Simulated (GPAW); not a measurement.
## Ballistic transport through thiophene-2,5-dithiol between two Pt chains, from relaxation to T(E)

Aim: the conductance of thiophene-2,5-dithiol between two Pt chains after relaxation, and whether geometry, basis or functional moves it most.

Main program and level: GPAW 26.7.0; GPAW LCAO, PAW setups; relaxation of the junction within the symmetry of its start, lead ends held, in the first sound run; inputs show where later runs differ.

Most raw output is cut from this account.

## (1) The structure

The cell holds 25 atoms: 16 Pt, 3 S, 2 H and 4 C. Cell: a = 16.344 Å, b = 9.000 Å, c = 42.498 Å, α = 90.0°, β = 90.0°, γ = 90.0°. Regions: left lead, 8 atoms (8 Pt); channel, 9 atoms (3 S, 2 H and 4 C); right lead, 8 atoms (8 Pt). Vacuum lies along a and b. The structure is stacked along c, and the current runs across the ab planes.

## (2) Relaxation

Transmission follows bond lengths closely, so the atoms between the held lead ends are relaxed first, within whatever symmetry the start has.

run.py

```python
import json
from ase import Atoms
from ase.constraints import FixAtoms
from ase.optimize import BFGS
from gpaw import GPAW, FermiDirac

device = Atoms(
    ['Pt', 'Pt', 'Pt', 'Pt', 'Pt', 'Pt', 'Pt', 'Pt', 'S', 'H', 'C', 'C', 'S', 'C', 'C', 'H', 'S', 'Pt', 'Pt', 'Pt', 'Pt', 'Pt', 'Pt', 'Pt', 'Pt'],
    positions=[
        [8.17184, 4.50000, 1.20000],
        [8.17184, 4.50000, 3.60000],
        [8.17184, 4.50000, 6.00000],
        [8.17184, 4.50000, 8.40000],
        [8.17184, 4.50000, 10.80000],
        [8.17184, 4.50000, 13.20000],
        [8.17184, 4.50000, 15.60000],
        [8.17184, 4.50000, 18.00000],
        [10.50003, 4.50000, 18.31941],
        [13.09368, 4.50000, 19.92451],
        [10.92155, 4.50000, 20.01936],
        [12.19849, 4.50000, 20.53492],
        [9.73726, 4.50000, 21.24877],
        [12.19849, 4.50000, 21.96262],
        [10.92155, 4.50000, 22.47818],
        [13.09368, 4.50000, 22.57303],
        [10.50003, 4.49999, 24.17812],
        [8.17184, 4.50000, 24.49754],
        [8.17184, 4.50000, 26.89754],
        [8.17184, 4.50000, 29.29754],
        [8.17184, 4.50000, 31.69754],
        [8.17184, 4.50000, 34.09754],
        [8.17184, 4.50000, 36.49754],
        [8.17184, 4.50000, 38.89754],
        [8.17184, 4.50000, 41.29754]],
    cell=[[16.34368, 0.0, 0.0], [0.0, 9.0, 0.0], [0.0, 0.0, 42.49754]],
    pbc=True)

device.set_constraint(FixAtoms([0, 1, 2, 3, 4, 5, 6, 18, 19, 20, 21, 22, 23, 24]))
device.calc = GPAW(mode='lcao', basis='dzp', xc='PBE', h=0.18,
                   kpts={'size': (1, 1, 2), 'gamma': True},
                   symmetry={'tolerance': 1e-3, 'extra_ids': [1, 1, 1, 1, 1, 1, 1, 0, 0, 0, 0, 0, 0, 0, 0, 0, 0, 0, 1, 1, 1, 1, 1, 1, 1]},
                   occupations=FermiDirac(0.1), maxiter=250,
                   mixer=dict(beta=0.1, nmaxold=8, weight=100.0),
                   convergence=dict(density=0.0001), txt='relax.txt')
path = []
opt = BFGS(device, maxstep=0.15)
opt.attach(lambda: path.append((device.get_potential_energy(), device.positions.tolist(), device.get_forces().tolist())))
relaxed = bool(opt.run(fmax=0.05, steps=50))
json.dump(dict(relaxed=relaxed, path=path, positions=device.positions.tolist(), moments=device.get_magnetic_moments().tolist(),
               forces=device.get_forces(apply_constraint=False).tolist()), open('result.json', 'w'))
```

Started as:

```
$ OMP_NUM_THREADS=1 OPENBLAS_NUM_THREADS=1 python run.py
```

The job ended after 34 min (1 thread of Arm Neoverse V1, shared host; peak memory 3.1 GiB).

The steps of the relaxation:

```
step  energy less that of the first step (eV)  largest force (eV/Å)
   1                                   0.0000                2.3402
   2                                  -0.2825                1.5213
   3                                  -0.4355                0.9421
   4                                  -0.4931                0.4417
   5                                  -0.5038                0.2942
   6                                  -0.5160                0.2326
   7                                  -0.5243                0.2513
   8                                  -0.5301                0.1976
   9                                  -0.5330                0.2002
  10                                  -0.5371                0.1655
  11                                  -0.5418                0.1862
  12                                  -0.5444                0.1089
  13                                  -0.5452                0.1186
  14                                  -0.5434                0.1906
  15                                  -0.5449                0.0695
  16                                  -0.5449                0.0390
```

The atoms that moved most (Å):

```
atom      dx     dy      dz  length
 Pt8   0.153  0.000   0.068   0.167
Pt18   0.153  0.000  -0.068   0.167
 S13  -0.099  0.000   0.000   0.099
 C15  -0.058  0.000   0.034   0.067
 C11  -0.058  0.000  -0.034   0.067
 C12  -0.029  0.000   0.014   0.032
 C14  -0.029  0.000  -0.014   0.032
  S9   0.001  0.000  -0.011   0.011
```

The relaxation lowered the energy of the cell by 0.545 eV (energies extrapolated to zero smearing; the optimiser's log prints free energies). The largest force left on a free atom is 0.039 eV/Å.

## (3) Double-zeta polarised basis

Localised orbitals split the wire into layers that couple to their neighbours alone, which is what the Green's function method needs; double zeta with polarisation is the usual level for numbers.

This step: GPAW LCAO, PAW setups; Landauer transmission from Green's functions with principal layers (ASE), zero bias (GPAW 26.7.0).

run.py

```python
import json
import numpy as np
from ase import Atoms
from ase.transport.calculators import TransportCalculator
from gpaw import GPAW, FermiDirac
from gpaw.lcao.tools import get_lcao_hamiltonian
from scipy.linalg import eigh

# The junction with lead layers at both ends, along the third cell vector
device = Atoms(
    ['Pt', 'Pt', 'Pt', 'Pt', 'Pt', 'Pt', 'Pt', 'Pt', 'S', 'H', 'C', 'C', 'S', 'C', 'C', 'H', 'S', 'Pt', 'Pt', 'Pt', 'Pt', 'Pt', 'Pt', 'Pt', 'Pt'],
    positions=[
        [8.17184, 4.50000, 1.20000],
        [8.17184, 4.50000, 3.60000],
        [8.17184, 4.50000, 6.00000],
        [8.17184, 4.50000, 8.40000],
        [8.17184, 4.50000, 10.80000],
        [8.17184, 4.50000, 13.20000],
        [8.17184, 4.50000, 15.60000],
        [8.32446, 4.50000, 18.06790],
        [10.50144, 4.50000, 18.30827],
        [13.08395, 4.50000, 19.92794],
        [10.86331, 4.50000, 19.98575],
        [12.16920, 4.50000, 20.54857],
        [9.63809, 4.50000, 21.24877],
        [12.16920, 4.50000, 21.94897],
        [10.86331, 4.50000, 22.51179],
        [13.08395, 4.50000, 22.56960],
        [10.50144, 4.49999, 24.18926],
        [8.32446, 4.50000, 24.42964],
        [8.17184, 4.50000, 26.89754],
        [8.17184, 4.50000, 29.29754],
        [8.17184, 4.50000, 31.69754],
        [8.17184, 4.50000, 34.09754],
        [8.17184, 4.50000, 36.49754],
        [8.17184, 4.50000, 38.89754],
        [8.17184, 4.50000, 41.29754]],
    cell=[[16.34368, 0.0, 0.0], [0.0, 9.0, 0.0], [0.0, 0.0, 42.49754]],
    pbc=True)

# One principal layer of the lead: the first 5 atoms of the device
lead = Atoms(
    ['Pt', 'Pt', 'Pt', 'Pt', 'Pt'],
    positions=[
        [8.17184, 4.50000, 1.20000],
        [8.17184, 4.50000, 3.60000],
        [8.17184, 4.50000, 6.00000],
        [8.17184, 4.50000, 8.40000],
        [8.17184, 4.50000, 10.80000]],
    cell=[[16.34368, 0.0, 0.0], [0.0, 9.0, 0.0], [0.0, 0.0, 12.0]],
    pbc=True)

settings = dict(mode='lcao', basis='dzp', xc='PBE', h=0.2,
                occupations=FermiDirac(0.1), maxiter=250,
                mixer=dict(beta=0.1, nmaxold=8, weight=100.0),
                convergence=dict(density=0.0001))
energies = np.arange(-2, 2 + 1e-9, 0.025)
eta = 0.0001
n1, n2 = 1, 1
# k and -k transmit alike, so half of the mesh across the current serves
mesh = [(i, j) for i in range(n1) for j in range(n2) if (i, j) <= (-i % n1, -j % n2)]
weights = np.array([1 if (i, j) == (-i % n1, -j % n2) else 2 for i, j in mesh]) / (n1 * n2)


def ground_state(atoms, size, txt):
    atoms.calc = GPAW(kpts={'size': size, 'gamma': True}, symmetry={'tolerance': 1e-3}, txt=txt, **settings)
    atoms.get_potential_energy()
    return atoms.calc.get_fermi_level()


def blocks(atoms, fermi, points, nz, cells):
    """H - E_F S and S between cell 0 and the cells above it, at each point across the current."""
    kz = np.arange(nz) / nz
    calc = atoms.calc.fixed_density(kpts=[(*k, z) for k in points for z in kz], symmetry='off', txt=None)
    H, S = get_lcao_hamiltonian(calc)
    H = (H - fermi * S).reshape(len(H), len(points), nz, *S.shape[1:])
    S = S.reshape(H.shape[1:])
    phases = [np.exp(-2j * np.pi * kz * R) / nz for R in cells]
    return [(np.einsum('skzij,z->ksij', H, p), np.einsum('kzij,z->kij', S, p)) for p in phases]


def pair(a, b):
    return np.block([[a, b], [b.T.conj(), a]])


def count_channels(h, s, cells, nk=240):
    """Half the number of times that the lead's bands cross each energy, unfolded to its shortest repeat."""
    b = len(h) // cells
    bands = []
    for k in (np.arange(nk + 1) + 0.5) / nk:
        hk, sk = h[:b, :b].copy(), s[:b, :b].copy()
        for R in range(1, cells):
            phase, block = np.exp(2j * np.pi * k * R), slice(R * b, (R + 1) * b)
            hk += h[:b, block] * phase + (h[:b, block] * phase).T.conj()
            sk += s[:b, block] * phase + (s[:b, block] * phase).T.conj()
        w, u = eigh(sk)
        x = u[:, w > 1e-5] / w[w > 1e-5]**0.5  # drop near-dependent combinations
        bands.append(np.r_[eigh(x.T.conj() @ hk @ x, eigvals_only=True), [1e9] * (w <= 1e-5).sum()])
    below = np.array(bands)[:, :, None] < energies
    return (below[1:] != below[:-1]).sum((0, 1)) / 2


fermi_lead = ground_state(lead, (1, 1, 10), 'lead.txt')
fermi_device = ground_state(device, (1, 1, 2), 'device.txt')
T, channels, eigen, tail, misfit, shifts = [], [], [], 0.0, 0.0, []
for first in range(0, len(mesh), 177):
    points = [(i / n1, j / n2) for i, j in mesh[first:first + 177]]
    (H0k, S0k), (H1k, S1k), (H2k, _) = blocks(lead, fermi_lead, points, 5, range(3))
    [(Hk, Sk)] = blocks(device, fermi_device, points, 2, [0])
    tail = max(tail, abs(H2k).max())
    for H0, S0, H1, S1, H, S in zip(H0k, S0k, H1k, S1k, Hk, Sk):
        n = len(S0)
        # Shift the lead onto the potential of the device's first layer
        shift = ((H[:, 0, 0] - H0[:, 0, 0]) / S0[0, 0]).real.mean()
        shifts.append(shift)
        misfit = max(misfit, abs(H[:, :n, :n] - H0 - shift * S0).max())
        Tk, Ck, Ek = [], [], []
        for s in range(len(H)):
            t = s % len(H0)  # a lead without moments serves both spins
            h1, s1 = pair(H0[t] + shift * S0, H1[t] + shift * S1), pair(S0, S1)
            leads = dict(h1=h1, s1=s1, energies=energies, eta=eta, eta1=eta, eta2=eta)
            calc = TransportCalculator(h=H[s], s=S, eigenchannels=3, **leads)
            Tk.append(calc.get_transmission())
            Ek.append(np.sort(calc.eigenchannels_ne, axis=0)[::-1])
            Ck.append(count_channels(h1, s1, 10))
        T.append(Tk)
        channels.append(Ck)
        eigen.append(Ek)
T, channels = np.array(T), np.array(channels)
mean, open_channels = np.einsum('kse,k->se', T, weights), np.einsum('kse,k->se', channels, weights)

print(f'basis functions: device {len(S)}, principal layer {n}')
print(f'Fermi level: lead {fermi_lead:.4f} eV, device {fermi_device:.4f} eV; lead shifted by {np.mean(shifts):.4f} eV')
print(f'largest coupling past the next layer {tail:.2e} eV, largest misfit of the first layer {misfit:.3f} eV')
print('  E-E_F (eV)   ' + 'T (one spin)  channels')
for e, t, c in zip(energies, mean.T, open_channels.T):
    print(f'{e:10.3f}  ', *[f'{x:11.4e}' for x in t], *[f'{x:9.4f}' for x in c])

kT = 8.617333e-5 * 300
fine = np.linspace(energies[0], energies[-1], 4001)
both = np.exp(np.interp(fine, energies, np.log(np.maximum(mean.sum(0) * 2 / len(mean), 1e-30))))
fermi = lambda mu: 1 / (1 + np.exp(np.clip((fine - mu) / kT, -200, 200)))
slope = fermi(0) * (1 - fermi(0)) / kT
G = np.trapezoid(both * slope, fine) / 2
seebeck = -np.trapezoid(both * slope * fine, fine) / (2 * G * 300) * 1e6
print(f'conductance at 300 K: {G:.5g} G0 a cell; thermopower {seebeck:.4g} uV/K')
bias = [0.1, 0.2, 0.5, 1.0, 1.5, 2.0]
current = [38.74 * np.trapezoid(both * (fermi(V / 2) - fermi(-V / 2)), fine) for V in bias]
for V, I in zip(bias, current):
    print(f'current from the zero-bias T(E) at {V} V: {I:.5g} uA')
zero = abs(energies).argmin()
json.dump(dict(energies=energies.tolist(), T=mean.tolist(), channels=open_channels.tolist(), G=G, seebeck=seebeck,
               bias=bias, current=current, tail=tail, misfit=misfit, shift=np.mean(shifts), n_device=len(S), n_lead=n,
               fermi=[fermi_lead, fermi_device], energy=device.get_potential_energy(),
               moments=device.get_magnetic_moments().tolist(), mesh=mesh, weights=weights.tolist(),
               T_k=T[:, :, zero].tolist(), eigen=np.array(eigen[0]).tolist()), open('result.json', 'w'))
```

Run time: 5.3 min. Hardware: 1 thread; peak memory 2.3 GiB.

This step gave:

```yaml
conductance: 0.3438 G₀
thermopower: -96.25 μV/K
largest_coupling_past_the_next_principal_layer: 8.09e-6 eV
largest_misfit_of_the_first_principal_layer: 0.1997 eV
shift_that_aligns_the_lead: -0.006945 eV
basis_functions_of_the_junction: 533
basis_functions_of_a_principal_layer: 135
transmission_at_the_fermi_level_one_spin: 0.2586
```

One spin. Transmission, zone mean against energy, zero at the Fermi level:

energy (eV), transmission, zone mean and a bar:
```
   -2.000      0.031 #
   -1.900      0.020 
   -1.800      0.014 
   -1.700      0.010 
   -1.600      0.008 
   -1.500      0.008 
   -1.400      0.011 
   -1.300      0.059 ##
   -1.200      0.070 ##
   -1.100      0.030 #
   -1.000      0.772 #######################
   -0.975      0.818 #########################
   -0.900      0.189 ######
   -0.800      0.049 #
   -0.700      0.037 #
   -0.600      0.024 #
   -0.500      0.023 #
   -0.400      0.115 ###
   -0.375      0.174 #####
   -0.300      0.031 #
   -0.200      0.019 
   -0.100      0.052 #
    0.000      0.259 ########
    0.075      0.994 ##############################
    0.100      0.707 #####################
    0.200      0.114 ###
    0.300      0.043 #
    0.400      0.023 #
    0.500      0.016 
    0.600      0.013 
    0.700      0.010 
    0.800      0.019 
    0.900      0.027 #
    1.000      0.024 #
    1.100      0.005 
    1.200      0.013 
    1.300      0.100 ###
    1.400      0.194 ######
    1.500      0.249 #######
    1.600      0.277 ########
    1.700      0.294 #########
    1.800      0.309 #########
    1.900      0.326 ##########
    2.000      0.346 ##########
```

Not self-consistent under bias; the bias window is split evenly. Table of current through one cell, from the zero-bias transmission by bias:

```
bias (V)  current through one cell, from the zero-bias transmission (μA)
   0.100                                                            2.77
   0.200                                                            5.58
   0.500                                                            9.08
   1.000                                                            11.0
   1.500                                                            11.8
   2.000                                                            16.5
```

The transmission of the three most open eigenchannels by energy, zero at the Fermi level:

| energy (eV) | channel 1 | channel 2 | channel 3 |
| --- | --- | --- | --- |
| -2.000 | 0.0265 | 0.00241 | 0.00219 |
| -1.800 | 0.0120 | 0.00147 | 7.1e-4 |
| -1.600 | 0.00693 | 8.4e-4 | 6.1e-4 |
| -1.400 | 0.0101 | 5.8e-4 | 4.7e-4 |
| -1.200 | 0.0589 | 0.00988 | 0.00132 |
| -1.000 | 0.764 | 0.00698 | 9.1e-4 |
| -0.800 | 0.0446 | 0.00388 | 6.7e-4 |
| -0.600 | 0.0206 | 0.00267 | 6.3e-4 |
| -0.400 | 0.111 | 0.00358 | 8.1e-4 |
| -0.200 | 0.0142 | 0.00333 | 0.00153 |
| 0.000 | 0.252 | 0.00444 | 0.00219 |
| 0.200 | 0.107 | 0.00566 | 0.00169 |
| 0.400 | 0.0154 | 0.00679 | 0.00128 |
| 0.600 | 0.00808 | 0.00380 | 0.00135 |
| 0.800 | 0.0188 | 3.2e-9 | 4.3e-12 |
| 1.000 | 0.0242 | 3.5e-9 | 0 |
| 1.200 | 0.0131 | 2.5e-9 | 0 |
| 1.400 | 0.194 | 3.1e-9 | 0 |
| 1.600 | 0.277 | 3.3e-9 | 0 |
| 1.800 | 0.309 | 3.4e-9 | 0 |
| 2.000 | 0.346 | 3.4e-9 | 0 |

Couplings past the next layer reach 8.1e-6 eV, small enough to drop; the matrix elements of the cell's first layer differ from the bulk lead's by up to 0.20 eV. That layer keeps its own values in the calculation, and only beyond it is the lead taken as perfect. The Fermi levels of lead and junction count from different zeros of potential, one for each periodic cell; with both set to zero, the small remaining shift is what aligns them. Without spin-orbit coupling, which is large for these atoms, channel counts and T are those of the scalar-relativistic bands. By hand: G = 0.3438 × 77.48 μS = 26.6 μS, a resistance of 37.5 kΩ; at 0.1 V a linear junction would pass 2.66 μA, and the integral over the bias window gives 2.77 μA. Mott's formula, S = -(π²/3)(k_B²T/e) d ln T/dE, has the prefactor 7.33 μV/K·eV at 300 K; T = 0.1573 at -0.025 eV and 0.4582 at 0.025 eV give a slope of 21.4 per eV and S = -157 μV/K, beside -96.2 μV/K from the thermal integral, which interpolates the same grid.

## (4) Single-zeta polarised basis

The second zeta is dropped, the polarisation orbitals stay.

Edit run.py of step 3 so:

```diff
@@ -52,3 +52,3 @@
 
-settings = dict(mode='lcao', basis='dzp', xc='PBE', h=0.2,
+settings = dict(mode='lcao', basis='szp(dzp)', xc='PBE', h=0.2,
                 occupations=FermiDirac(0.1), maxiter=250,
```

It took 3.2 min on 1 thread; peak memory 2.2 GiB.

This step gave:

* conductance: 0.5768 G₀
* thermopower: -37.08 μV/K
* largest coupling past the next principal layer: 8.13e-6 eV
* largest misfit of the first principal layer: 0.2012 eV
* shift that aligns the lead: -0.004141 eV
* basis functions of the junction: 311
* basis functions of a principal layer: 75
* transmission at the Fermi level (one spin): 0.7716

One spin. Transmission, zone mean against energy, zero at the Fermi level:

| energy (eV) | transmission, zone mean |
| --- | --- |
| -2.000 | 0.0291 |
| -1.900 | 0.0193 |
| -1.800 | 0.0136 |
| -1.700 | 0.00980 |
| -1.600 | 0.00723 |
| -1.500 | 0.00577 |
| -1.400 | 0.00677 |
| -1.300 | 0.0113 |
| -1.200 | 0.0451 |
| -1.100 | 0.0857 |
| -1.000 | 0.195 |
| -0.950 | 0.945 |
| -0.900 | 0.292 |
| -0.800 | 0.0615 |
| -0.700 | 0.0383 |
| -0.600 | 0.0235 |
| -0.500 | 0.0283 |
| -0.400 | 0.192 |
| -0.375 | 0.255 |
| -0.300 | 0.0356 |
| -0.200 | 0.0238 |
| -0.100 | 0.0864 |
| 0.000 | 0.772 |
| 0.025 | 0.996 |
| 0.100 | 0.244 |
| 0.200 | 0.0655 |
| 0.300 | 0.0316 |
| 0.400 | 0.0195 |
| 0.500 | 0.0145 |
| 0.600 | 0.0118 |
| 0.700 | 0.0128 |
| 0.800 | 0.0198 |
| 0.900 | 0.0244 |
| 1.000 | 0.0233 |
| 1.100 | 0.0118 |
| 1.200 | 1.5e-5 |
| 1.300 | 0.0320 |
| 1.400 | 0.119 |
| 1.500 | 0.205 |
| 1.600 | 0.259 |
| 1.700 | 0.291 |
| 1.800 | 0.314 |
| 1.900 | 0.335 |
| 2.000 | 0.358 |

Not self-consistent under bias; the bias window is split evenly. Table of current through one cell, from the zero-bias transmission by bias:

| bias (V) | current through one cell, from the zero-bias transmission (μA) |
| --- | --- |
| 0.100 | 4.10 |
| 0.200 | 6.68 |
| 0.500 | 8.86 |
| 1.000 | 11.1 |
| 1.500 | 12.0 |
| 2.000 | 17.5 |

The transmission of the three most open eigenchannels by energy, zero at the Fermi level:

| energy (eV) | channel 1 | channel 2 | channel 3 |
| --- | --- | --- | --- |
| -2.000 | 0.0265 | 0.00180 | 7.6e-4 |
| -1.900 | 0.0178 | 0.00146 | 5.7e-5 |
| -1.800 | 0.0123 | 0.00115 | 2.0e-4 |
| -1.700 | 0.00866 | 8.7e-4 | 2.6e-4 |
| -1.600 | 0.00632 | 6.3e-4 | 2.8e-4 |
| -1.500 | 0.00507 | 4.2e-4 | 2.8e-4 |
| -1.400 | 0.00617 | 3.4e-4 | 2.7e-4 |
| -1.300 | 0.0108 | 2.8e-4 | 2.5e-4 |
| -1.200 | 0.0390 | 0.00538 | 4.7e-4 |
| -1.100 | 0.0782 | 0.00654 | 7.5e-4 |
| -1.000 | 0.176 | 0.0178 | 6.6e-4 |
| -0.900 | 0.282 | 0.00946 | 5.3e-4 |
| -0.800 | 0.0545 | 0.00648 | 4.6e-4 |
| -0.700 | 0.0326 | 0.00517 | 4.3e-4 |
| -0.600 | 0.0189 | 0.00412 | 4.3e-4 |
| -0.500 | 0.0242 | 0.00352 | 4.4e-4 |
| -0.400 | 0.186 | 0.00532 | 5.3e-4 |
| -0.300 | 0.0278 | 0.00688 | 8.5e-4 |
| -0.200 | 0.0183 | 0.00454 | 9.9e-4 |
| -0.100 | 0.0801 | 0.00504 | 0.00124 |
| 0.000 | 0.764 | 0.00577 | 0.00137 |
| 0.100 | 0.236 | 0.00640 | 0.00124 |
| 0.200 | 0.0577 | 0.00689 | 9.9e-4 |
| 0.300 | 0.0232 | 0.00782 | 5.9e-4 |
| 0.400 | 0.0111 | 0.00774 | 6.5e-4 |
| 0.500 | 0.00820 | 0.00562 | 6.6e-4 |
| 0.600 | 0.00892 | 0.00231 | 5.1e-4 |
| 0.700 | 0.0128 | 1.6e-10 | 9.3e-11 |
| 0.800 | 0.0198 | 1.6e-10 | 0 |
| 0.900 | 0.0244 | 1.7e-10 | 0 |
| 1.000 | 0.0233 | 1.7e-10 | 0 |
| 1.100 | 0.0118 | 1.9e-10 | 0 |
| 1.200 | 1.5e-5 | 6.7e-10 | 0 |
| 1.300 | 0.0320 | 1.3e-10 | 0 |
| 1.400 | 0.119 | 1.4e-10 | 0 |
| 1.500 | 0.205 | 1.4e-10 | 0 |
| 1.600 | 0.259 | 1.5e-10 | 0 |
| 1.700 | 0.291 | 1.4e-10 | 0 |
| 1.800 | 0.314 | 1.4e-10 | 0 |
| 1.900 | 0.335 | 1.4e-10 | 0 |
| 2.000 | 0.358 | 1.4e-10 | 0 |

The conductance, 0.577 G₀, lies 68 % above that of the dzp run.

[end of part 1 of 2]

[Logs are printed without paths, hosts, clocks, repeated set-up lines and the standing remarks that a program may print on its own settings, such as how far it seeks lower states.]

[Hosts, paths, dates, database ids (printed as entryN), source tags and the programs' standing remarks are cut or masked in the printed files.]
